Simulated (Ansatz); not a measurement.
# BeIF: complex band structure, part 2 of 3

A new crystal, BeIF: structure, gap and complex bands. It is built by putting I for part of the F in the BeF2 structure of space group P3_121, with the volume rescaled by atomic radii. The parent structure comes from the Materials Project.

Ansatz 0.2.0; r2SCAN DFT, plane waves, PAW files (the session's first sound run).

So far, gap on path (eV): step 3 (the bulk crystal and its band edges) 4.22.

The structure was built from a prototype and need not be the compound's stable phase.

## Step 4: Complex bands, plane (100)

This step: r2SCAN DFT, plane waves, PAW files; complex bands by layer matching along the plane's normal (Ansatz 0.2.0).

The same crystal is laid in a cell whose first two vectors span the (100) plane (indices of the standard conventional cell, whose axes can be ordered otherwise than in the bulk input). At fixed energy and wavevector in the plane the solver finds all kz, real and complex. A few wavevectors are listed, (0, 0) and (0.3333, -0.026) in units of the plane's reciprocal vectors; the slowest state needn't be among them.

Contents of input.yaml:

```yaml
crystal:
  lattice:
    - [6.258108232, 0.0, 0.0]
    - [0.0, 6.11353092, 0.0]
    - [3.129054116, 0.0, 5.419680709]
  atoms:
    - { symbol: Be, position: [0.4767557877, 0.3107509225, 0.4261790599] }
    - { symbol: Be, position: [0.4261790599, 0.6440842559, 0.0970651523] }
    - { symbol: Be, position: [0.0970651523, 0.9774175892, 0.4767557877] }
    - { symbol: I, position: [0.9086732219, 0.2456313592, 0.3299513607] }
    - { symbol: I, position: [0.3299513607, 0.5789646926, 0.7613754174] }
    - { symbol: I, position: [0.7613754174, 0.9122980259, 0.9086732219] }
    - { symbol: F, position: [0.4854786338, 0.4436177183, 0.2084001989] }
    - { symbol: F, position: [0.3061211673, 0.1102843849, 0.4854786338] }
    - { symbol: F, position: [0.2084001989, 0.7769510516, 0.3061211673] }
kpoints:
  mp_grid: { grid: [4, 4, 4] }
scf:
  occupations: { method: fixed }
hamiltonian:
  xc: r2scan
output:
  eigenvalues: true
  transmission:
    leads: [[0, 0]]
    kpoints: [[0.0, 0.0], [0.3333, -0.026]]
    e_range: [-1.0, 5.22]
    de: 0.1
```

Launch:

```bash
ansatz run input.yaml --threads 2 --pin off --max-ram 4096MiB --backend cpu --events-out ev --progress --plain --runs-dir out
```

Numbers of over 12 decimals in the logs are rounded to 6 here.

Log:

```text
[...]
Crystal: 9 atoms, lattice volume = 207.352 Å³
Basis set: ecut = 500 eV, 5231 PW (Γ), exchange–correlation on 192×180×192 points (64 copies of the dense FFT grid, shifted against one another)
Bands: 48, of which v1, the nominal top of the filled ones, is band 39 counted from 1 (38 counted from 0)
Symmetry: 3 space group operations
[...]
k-points: 14 of 64 (time reversal used)
[...]
SCF iter   1: F=—  HF=-25301.918745 eV  |F-HF|=—  |Δ(HF+E_count)|=         —  Δρ=5.42e-3  dr2=7.22e-2  dr2_τ=1.81e-1  ethr=1.77e-3  ⟨swp⟩=6.1  Hψ=2516  notcnv=0  defer=79
[...]
SCF iter   7: F=-25302.199166 eV  HF=-25302.199166 eV  |F-HF|=8.63e-9  |Δ(HF+E_count)|=   1.27e-7  Δρ=4.88e-6  dr2=3.07e-8  dr2_τ=2.60e-9  ethr=1.28e-10  ⟨swp⟩=14.9  Hψ=3372  notcnv=0
SCF 1 converged in 7 iterations: F = -25302.199166 eV  dr2 = 3.07e-8
[...]
transmission: 8 of 16 steps passed
transmission: 16 of 16 steps passed
SCF converged after 7 iterations
Free energy (F): -25302.199166 eV
[...]
Internal energy: -25302.199166 eV  (E = F + TS)
E sigma→0 (E₀):  -25302.199166 eV
Fermi energy:    3.418482 eV
[...]
--- Band table (eV; the first three rows and the last of 14) ---
  k-point 0: bands = [... 35 lower, 1.6919, 2.5444, 2.9687, 2.9687, 7.7347, 8.4471, 8.4471, 9.3600, ... 5 higher]
  k-point 1: bands = [... 35 lower, 1.7539, 2.4619, 2.8023, 3.1392, 8.1824, 8.6210, 8.7170, 9.0974, ... 5 higher]
  k-point 2: bands = [... 35 lower, 1.7263, 2.4018, 2.7832, 3.3168, 8.1901, 8.8833, 9.2194, 9.5172, ... 5 higher]
  k-point 13: bands = [... 35 lower, 1.7684, 2.1984, 2.8590, 3.3187, 8.4539, 8.7693, 8.9878, 9.5378, ... 5 higher]
--- Transmission ---
  basis      : 397 plane waves across, 8 finite elements along
  points     : 2, as listed
  energies   : 63 from -1.000000 to 5.200000 eV about the Fermi level, 0.100000 eV apart; the leads are filled to 2.158125 eV, and channels, transmission and decay are at 2.200000 eV
  crystal 0  : Be3F3I3, at the sites [0, 0], period 5.4197 Å: whole cells are its period
    offset         : up to 0.0000 Å between an atom of the period and one for which it stands
    channels       : 0.000000e0 a spin
    conductance    : none, the energies end too early or step too widely for 300 K: set another output.transmission.e_range or a lower de, or, where they end at an eighth of basis.ecutwfc, a higher one
    slowest decay  : 0.3472 /Å at (0.0000, 0.0000)
```

Wall time 3 min (2 threads of Arm Neoverse V1, shared host); peak memory 2.1 GiB; 5.8 min of CPU time.

This step gave:

* Fermi energy: 3.418 eV
* gap on the k-mesh: 4.316 eV
* level to which the leads are filled: 2.158 eV from the Fermi level
* decay constant at the filling level, zone centre: 0.3472 Å⁻¹
* decay constant at the filling level, slowest listed point: 0.3472 Å⁻¹

K parallel (0, 0); values up to 1.5 1/Å, a degenerate pair printed once or twice; energies at which all values exceed this have no row. Im kz of the slowest decaying states against energy, zero at the highest filled level on the SCF mesh:

```csv
energy (eV),decay 1 (Å⁻¹),decay 2 (Å⁻¹),decay 3 (Å⁻¹),decay 4 (Å⁻¹)
-1.00,0.273,0.391,0.584,0.663
-0.80,0.217,0.239,0.378,0.605
-0.50,0.137,0.296,0.480,0.667
-0.30,0.176,0.389,0.521,0.738
0.00,0.183,0.262,0.479,0.553
0.20,0.286,0.292,0.528,0.565
0.50,0.322,0.361,0.577,0.599
0.70,0.335,0.391,0.581,0.651
1.00,0.348,0.422,0.583,0.738
1.20,0.353,0.437,0.583,0.725
1.50,0.356,0.453,0.579,0.722
1.70,0.356,0.460,0.575,0.720
2.00,0.352,0.468,0.566,0.709
2.20,0.347,0.472,0.558,0.695
2.50,0.336,0.474,0.544,0.670
2.70,0.327,0.475,0.533,0.651
3.00,0.308,0.475,0.513,0.609
3.20,0.292,0.476,0.498,0.574
3.50,0.261,0.472,0.496,0.573
3.70,0.234,0.452,0.475,0.552
4.00,0.176,0.418,0.437,0.516
4.20,0.111,0.390,0.407,0.491
4.50,0.338,0.347,0.447,0.458
4.70,0.187,0.288,0.366,0.387
5.00,0.101,0.107,0.151,0.351
5.20,0.177,0.329,0.335,0.451
```

K parallel (0.3333, -0.026); values up to 1.5 1/Å, a degenerate pair printed once or twice; energies at which all values exceed this have no row. The Im kz of the slowest decaying states by energy, zero at the highest filled level on the SCF mesh:

```csv
energy (eV),decay 1 (Å⁻¹),decay 2 (Å⁻¹),decay 3 (Å⁻¹),decay 4 (Å⁻¹)
-1.00,0.163,0.270,0.493,0.522
-0.80,0.184,0.245,0.254,0.432
-0.50,0.162,0.177,0.449,0.498
-0.30,0.146,0.155,0.522,0.546
0.00,0.258,0.567,0.599,0.603
0.20,0.167,0.310,0.582,0.610
0.50,0.294,0.357,0.594,0.618
0.70,0.341,0.377,0.598,0.622
1.00,0.388,0.399,0.598,0.625
1.20,0.410,0.410,0.596,0.625
1.50,0.420,0.434,0.590,0.623
1.70,0.425,0.445,0.584,0.621
2.00,0.428,0.457,0.572,0.614
2.20,0.428,0.462,0.562,0.608
2.50,0.425,0.465,0.546,0.592
2.70,0.422,0.464,0.533,0.571
3.00,0.415,0.460,0.510,0.532
3.20,0.408,0.455,0.493,0.505
3.50,0.395,0.444,0.462,0.463
3.70,0.385,0.432,0.435,0.437
4.00,0.367,0.378,0.391,0.417
4.20,0.335,0.350,0.352,0.403
4.50,0.248,0.262,0.324,0.377
4.70,0.155,0.160,0.300,0.356
5.00,0.0764,0.250,0.289,0.319
5.20,0.191,0.198,0.284,0.428
```

At the listed wavevectors the last open channel is at +0.00 eV and the next at +4.40 eV on the grid. At +2.20 eV, the grid energy nearest the filling level (the middle of the gap on the SCF mesh), the slowest state at the listed wavevectors decays with κ = 0.347 Å⁻¹, its amplitude falling by e over 2.9 Å. Through 1 nm of this crystal that state's transmission falls by exp(−2 × 0.347 Å⁻¹ × 10 Å) = 9.6e-4.

## Step 5: Complex bands, plane (001)

The same for the (001) plane, at (0, 0) and (0.3333, -0.3333), to see how the decay depends on direction.

Contents of input.yaml:

```yaml
crystal:
  lattice:
    - [6.258108232, 0.0, 0.0]
    - [3.129054116, 5.419680709, 0.0]
    - [0.0, 0.0, 6.11353092]
  atoms:
    - { symbol: Be, position: [0.5232442123, 0.9029348477, 0.3107509225] }
    - { symbol: Be, position: [0.5738209401, 0.5232442123, 0.6440842559] }
    - { symbol: Be, position: [0.9029348477, 0.5738209401, 0.9774175892] }
    - { symbol: I, position: [0.0913267781, 0.2386245826, 0.2456313592] }
    - { symbol: I, position: [0.6700486393, 0.0913267781, 0.5789646926] }
    - { symbol: I, position: [0.2386245826, 0.6700486393, 0.9122980259] }
    - { symbol: F, position: [0.5145213662, 0.6938788327, 0.4436177183] }
    - { symbol: F, position: [0.6938788327, 0.7915998011, 0.1102843849] }
    - { symbol: F, position: [0.7915998011, 0.5145213662, 0.7769510516] }
kpoints:
  mp_grid: { grid: [4, 4, 4] }
scf:
  occupations: { method: fixed }
hamiltonian:
  xc: r2scan
output:
  eigenvalues: true
  transmission:
    leads: [[0, 0]]
    kpoints: [[0.0, 0.0], [0.3333, -0.3333]]
    e_range: [-1.0, 5.22]
    de: 0.1
```

Log:

```text
[...]
Crystal: 9 atoms, lattice volume = 207.352 Å³
Basis set: ecut = 500 eV, 5231 PW (Γ), exchange–correlation on 192×192×180 points (64 copies of the dense FFT grid, shifted against one another)
Bands: 48, of which v1, the nominal top of the filled ones, is band 39 counted from 1 (38 counted from 0)
Symmetry: 3 space group operations
[...]
k-points: 14 of 64 (time reversal used)
[...]
SCF iter   1: F=—  HF=-25301.918426 eV  |F-HF|=—  |Δ(HF+E_count)|=         —  Δρ=5.46e-3  dr2=7.45e-2  dr2_τ=1.81e-1  ethr=1.77e-3  ⟨swp⟩=6.2  Hψ=2515  notcnv=0  defer=80
[...]
SCF iter   7: F=-25302.199166 eV  HF=-25302.199166 eV  |F-HF|=5.07e-9  |Δ(HF+E_count)|=   1.43e-7  Δρ=3.05e-6  dr2=1.35e-8  dr2_τ=8.06e-10  ethr=1.28e-10  ⟨swp⟩=14.7  Hψ=3389  notcnv=0
SCF 1 converged in 7 iterations: F = -25302.199166 eV  dr2 = 1.35e-8
[...]
transmission: 9 of 18 steps passed
transmission: 18 of 18 steps passed
SCF converged after 7 iterations
Free energy (F): -25302.199166 eV
[...]
Internal energy: -25302.199166 eV  (E = F + TS)
E sigma→0 (E₀):  -25302.199166 eV
Fermi energy:    3.418457 eV
[...]
--- Band table (eV; the first three rows and the last of 14) ---
  k-point 0: bands = [... 35 lower, 1.6918, 2.5444, 2.9686, 2.9686, 7.7347, 8.4471, 8.4471, 9.3600, ... 5 higher]
  k-point 1: bands = [... 35 lower, 1.7510, 2.3533, 2.4410, 3.3126, 8.0792, 8.6693, 8.7585, 9.5210, ... 5 higher]
  k-point 2: bands = [... 35 lower, 1.6186, 2.1444, 2.1444, 3.4167, 8.5570, 8.5570, 9.1619, 9.9445, ... 5 higher]
  k-point 13: bands = [... 35 lower, 1.7683, 2.1983, 2.8590, 3.3187, 8.4539, 8.7693, 8.9878, 9.5378, ... 5 higher]
--- Transmission ---
  basis      : 361 plane waves across, 9 finite elements along
  points     : 2, as listed
[...]
crystal 0  : Be3F3I3, at the sites [0, 0], period 6.1135 Å: whole cells are its period
[...]
channels       : 0.000000e0 a spin
[...]
slowest decay  : 0.3955 /Å at (0.0000, 0.0000)
```

Run time: 2.6 min. Hardware: 2 threads; peak memory 1.9 GiB; 5 min of CPU time.

Numbers from this step:

```
decay constant at the filling level, zone centre          : 0.3955 Å⁻¹
decay constant at the filling level, slowest listed point : 0.3955 Å⁻¹
```

K parallel (0, 0); values up to 1.5 1/Å, a degenerate pair printed once or twice; energies at which all values exceed this have no row. The Im kz of the slowest decaying states by energy, zero at the highest filled level on the SCF mesh:

```csv
energy (eV),decay 1 (Å⁻¹),decay 2 (Å⁻¹),decay 3 (Å⁻¹),decay 4 (Å⁻¹)
-1.00,0.680,0.703,0.810,1.39
-0.80,0.137,0.695,0.711,0.818
-0.50,0.273,0.709,0.717,0.824
-0.30,0.316,0.714,0.717,0.825
0.00,0.0348,0.358,0.707,0.715
0.20,0.377,0.400,0.682,0.712
0.50,0.396,0.605,0.704,0.752
0.70,0.404,0.608,0.695,0.808
1.00,0.411,0.622,0.677,0.798
1.20,0.413,0.631,0.663,0.789
1.50,0.413,0.640,0.642,0.776
1.70,0.410,0.625,0.646,0.765
2.00,0.403,0.602,0.648,0.748
2.20,0.396,0.587,0.646,0.735
2.50,0.381,0.563,0.641,0.715
2.70,0.370,0.546,0.635,0.699
3.00,0.348,0.519,0.625,0.674
3.20,0.329,0.499,0.617,0.656
3.50,0.295,0.465,0.603,0.626
3.70,0.265,0.440,0.593,0.604
4.00,0.201,0.396,0.566,0.576
4.20,0.128,0.362,0.538,0.563
4.50,0.298,0.490,0.541,0.840
4.70,0.241,0.453,0.524,0.817
5.00,0.0749,0.396,0.496,0.781
5.20,0.357,0.474,0.755,1.23
```

K parallel (0.3333, -0.3333); values up to 1.5 1/Å, a degenerate pair printed once or twice; energies at which all values exceed this have no row. Im kz of the slowest decaying states against energy, zero at the highest filled level on the SCF mesh:

```csv
energy (eV),decay 1 (Å⁻¹),decay 2 (Å⁻¹),decay 3 (Å⁻¹),decay 4 (Å⁻¹)
-1.000,0.176,0.572,0.574,0.692
-0.500,0.266,0.550,0.575,0.694
0.000,0.577,0.580,0.594,0.696
0.500,0.348,0.613,0.615,0.664
1.000,0.476,0.631,0.632,0.691
1.500,0.546,0.638,0.645,0.696
2.000,0.582,0.635,0.653,0.689
2.500,0.590,0.622,0.655,0.673
3.000,0.574,0.599,0.649,0.652
3.500,0.543,0.565,0.615,0.619
4.000,0.500,0.516,0.562,0.567
4.500,0.444,0.445,0.468,0.486
5.000,0.269,0.317,0.332,0.375
```

At the listed wavevectors the last open channel is at +0.00 eV and the next at +4.40 eV on the grid. At +2.20 eV, the grid energy nearest the filling level (the middle of the gap on the SCF mesh), the slowest state at the listed wavevectors decays with κ = 0.396 Å⁻¹, its amplitude falling by e over 2.5 Å; the first such run, plane (100), gave 0.347 Å⁻¹.

## Step 6: Band edges at another level, cutoff 1500 eV

This step: r2SCAN DFT, plane waves, JTH PAW files (Ansatz 0.2.0).

The edges again with JTH files, at the same atoms. Against that run the cutoff is 1500 eV against 500.

Contents of input.yaml:

```yaml
crystal:
  lattice:
    - [6.2581082321, 0.0, 0.0]
    - [-3.1290541161, 5.4196807087, 0.0]
    - [0.0, 0.0, 6.1135309204]
  atoms:
    - { symbol: Be, position: [0.4261790599, -0.0970651523, 0.3107509225] }
    - { symbol: Be, position: [0.0970651523, 0.5232442123, 0.6440842559] }
    - { symbol: Be, position: [0.4767557877, 0.5738209401, -0.0225824108] }
    - { symbol: I, position: [0.3299513607, 0.2386245826, 0.2456313592] }
    - { symbol: I, position: [0.7613754174, 0.0913267781, 0.5789646926] }
    - { symbol: I, position: [0.9086732219, 0.6700486393, 0.9122980259] }
    - { symbol: F, position: [0.2084001989, 0.6938788327, 0.4436177183] }
    - { symbol: F, position: [0.4854786338, 0.7915998011, 0.1102843849] }
    - { symbol: F, position: [0.3061211673, 0.5145213662, 0.7769510516] }
kpoints:
  mp_grid: { grid: [6, 6, 4] }
  band_path: { path: [VBM, CBM], npoints: 30 }
scf:
  occupations: { method: fixed }
hamiltonian:
  xc: r2scan
  pseudopotentials: { kind: paw, source: jth }
output:
  eigenvalues: true
```

Log:

```text
Warning: <dir> the checks of this Be dataset prove no rule for summing its radial tables, as where they were carried onto another mesh than they were made on, and Gregory's rule is taken, under which a leading mesh point left out moves its sums only by what lay on the interval it spanned. That does not make them correct, and they differ from Quantum ESPRESSO's on this file; a re-export a fraction of a mesh step off can move them. hamiltonian.pseudopotentials.radial_quadrature: simpson_from_first_knot sums it by `pw.x`'s rule; on a PAW file no value gives `pw.x`'s numbers. What more to know: hamiltonian.pseudopotentials.radial_quadrature, in the input reference
Warning: <dir> the checks of this I dataset prove no rule for summing its radial tables, as where they were carried onto another mesh than they were made on, and Gregory's rule is taken, under which a leading mesh point left out moves its sums only by what lay on the interval it spanned. That does not make them correct, and they differ from Quantum ESPRESSO's on this file; a re-export a fraction of a mesh step off can move them. hamiltonian.pseudopotentials.radial_quadrature: simpson_from_first_knot sums it by `pw.x`'s rule; on a PAW file no value gives `pw.x`'s numbers. What more to know: hamiltonian.pseudopotentials.radial_quadrature, in the input reference
Warning: <dir> the checks of this F dataset prove no rule for summing its radial tables, as where they were carried onto another mesh than they were made on, and Gregory's rule is taken, under which a leading mesh point left out moves its sums only by what lay on the interval it spanned. That does not make them correct, and they differ from Quantum ESPRESSO's on this file; a re-export a fraction of a mesh step off can move them. hamiltonian.pseudopotentials.radial_quadrature: simpson_from_first_knot sums it by `pw.x`'s rule; on a PAW file no value gives `pw.x`'s numbers. What more to know: hamiltonian.pseudopotentials.radial_quadrature, in the input reference
[...]
Crystal: 9 atoms, lattice volume = 207.352 Å³
Basis set: ecut = 1500 eV, 27423 PW (Γ), exchange–correlation on 400×400×384 points (64 copies of the dense FFT grid, shifted against one another)
Bands: 36, of which v1, the nominal top of the filled ones, is band 27 counted from 1 (26 counted from 0)
Symmetry: 3 space group operations
[...]
k-points: 30 of 144 (time reversal used)
[...]
SCF iter   1: F=—  HF=-19159.630911 eV  |F-HF|=—  |Δ(HF+E_count)|=         —  Δρ=6.39e-2  dr2=9.45e0  dr2_τ=1.93e-1  ethr=3.10e-3  ⟨swp⟩=6.0  Hψ=5242  notcnv=0  defer=190
[...]
SCF iter   8: F=-19157.095784 eV  HF=-19157.095784 eV  |F-HF|=1.68e-8  |Δ(HF+E_count)|=   8.90e-7  Δρ=3.57e-6  dr2=4.35e-8  dr2_τ=1.53e-9  ethr=1.85e-10  ⟨swp⟩=18.3  Hψ=7357  notcnv=0
SCF 1 converged in 8 iterations: F = -19157.095784 eV  dr2 = 4.35e-8
[...]
SCF converged after 8 iterations
Free energy (F): -19157.095784 eV
[...]
Internal energy: -19157.095784 eV  (E = F + TS)
E sigma→0 (E₀):  -19157.095784 eV
Fermi energy:    2.480236 eV
[...]
--- Band table (eV; the first three rows and the last of 30) ---
  k-point 0: bands = [... 23 lower, 0.6557, 1.5147, 1.9374, 1.9374, 6.6830, 7.3938, 7.3938, 8.3378, ... 5 higher]
  k-point 1: bands = [... 23 lower, 0.7149, 1.3224, 1.4059, 2.2832, 7.0280, 7.6256, 7.7063, 8.4843, ... 5 higher]
  k-point 2: bands = [... 23 lower, 0.5775, 1.1098, 1.1098, 2.3876, 7.5092, 7.5092, 8.1158, 8.9107, ... 5 higher]
  k-point 29: bands = [... 23 lower, 0.7027, 1.1687, 1.7856, 2.3408, 7.5411, 7.6951, 7.8490, 8.6373, ... 5 higher]
```

Run time: 10 min. Hardware: 2 threads; peak memory 3.5 GiB.

This step gave:

| Property | Result |
| --- | --- |
| free energy | -19157.0958 eV |
| Fermi energy | 2.480 eV |
| gap on the k-mesh | 4.203 eV |
| gap on path | 4.201 eV, by band count; negative where bands overlap |
| direct gap on path | 4.746 eV |

Electronic bands along the path, in eV, zero at the Fermi level (highest filled level under fixed occupations); v1 is the highest filled band, c1 the lowest empty one:

```csv
point,v4,v3,v2,v1,c1,c2,c3,c4
VBM,-1.81,-1.21,-0.80,0.00,5.13,5.21,5.47,5.79
halfway,-1.74,-1.10,-0.75,-0.29,4.77,5.02,5.33,5.58
CBM,-1.82,-0.97,-0.54,-0.54,4.20,4.91,4.91,5.86
```

The searched edges give 4.20 eV, against 4.20 eV on the mesh.

(Continued in part 3 of 3.)

[Logs are printed without paths, hosts, clocks, repeated set-up lines and the standing remarks that a program may print on its own settings, such as how far it seeks lower states.]

[Hosts, paths, dates, database ids (printed as entryN), source tags and the programs' standing remarks are cut or masked in the printed files.]

[New means built here by substitution; the compound itself may be known and measured.]
